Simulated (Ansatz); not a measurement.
An input for Ansatz 0.2.0 (GeSO (1T monolayer (Janus))):

```yaml
crystal:
  lattice:
    - [3.1242280959, 0.0, 0.0]
    - [-1.5621140479, 2.7056608982, 0.0]
    - [0.0, 0.0, 27.9]
  atoms:
    - { symbol: Ge, position: [0.0, 0.0, 0.5092491062] }
    - { symbol: O, position: [0.3333333333, 0.6666666667, 0.5417298871] }
    - { symbol: S, position: [0.6666666667, 0.3333333333, 0.4582701129] }
  periodic: [true, true, false]
kpoints:
  mp_grid: { grid: [6, 6, 1] }
  band_path:
    path: [[0.0, 0.0, 0.0], [0.5, 0.0, 0.0], [0.3333333333, 0.3333333333, 0.0]]
    npoints: 1
hamiltonian:
  xc: pbe0
  pseudopotentials: { kind: paw, azcp: { folder: soft_1 } }
scf:
  occupations: { method: fixed }
  n_extra_bands: 5
output:
  eigenvalues: true
```

```sh
ansatz run input.yaml --threads 4 --pin off --max-ram 17510MiB --backend cpu --events-out ev --progress --plain --runs-dir out
```

**Question.** How long will it take on 4 threads of Arm Neoverse V1, shared host, and how much memory?

It took 38 s; on shared hardware allow 19 s to 77 s. Peak host memory was 2.7 GiB. The sizes that set the cost: 4569 plane waves a state, 7 irreducible k points and 18 SCF cycles.

Exact exchange couples every pair of k points and filled bands, so it costs far more than a semilocal run.

[Paths, hosts, dates, memory and timing lines, banners, echoed tables and standing remarks are left out of the program output.]

[Logs are printed without paths, hosts, clocks, repeated set-up lines and the standing remarks that a program may print on its own settings, such as how far it seeks lower states.]

[Runs of the session that timed out or met a known fault of the program may be left out.]

[Cells called generated may have been cut or substituted from an entry of the Crystallography Open Database or the Materials Project.]

[Hosts, paths, dates, database ids (printed as entryN), source tags and the programs' standing remarks are cut or masked in the printed files.]
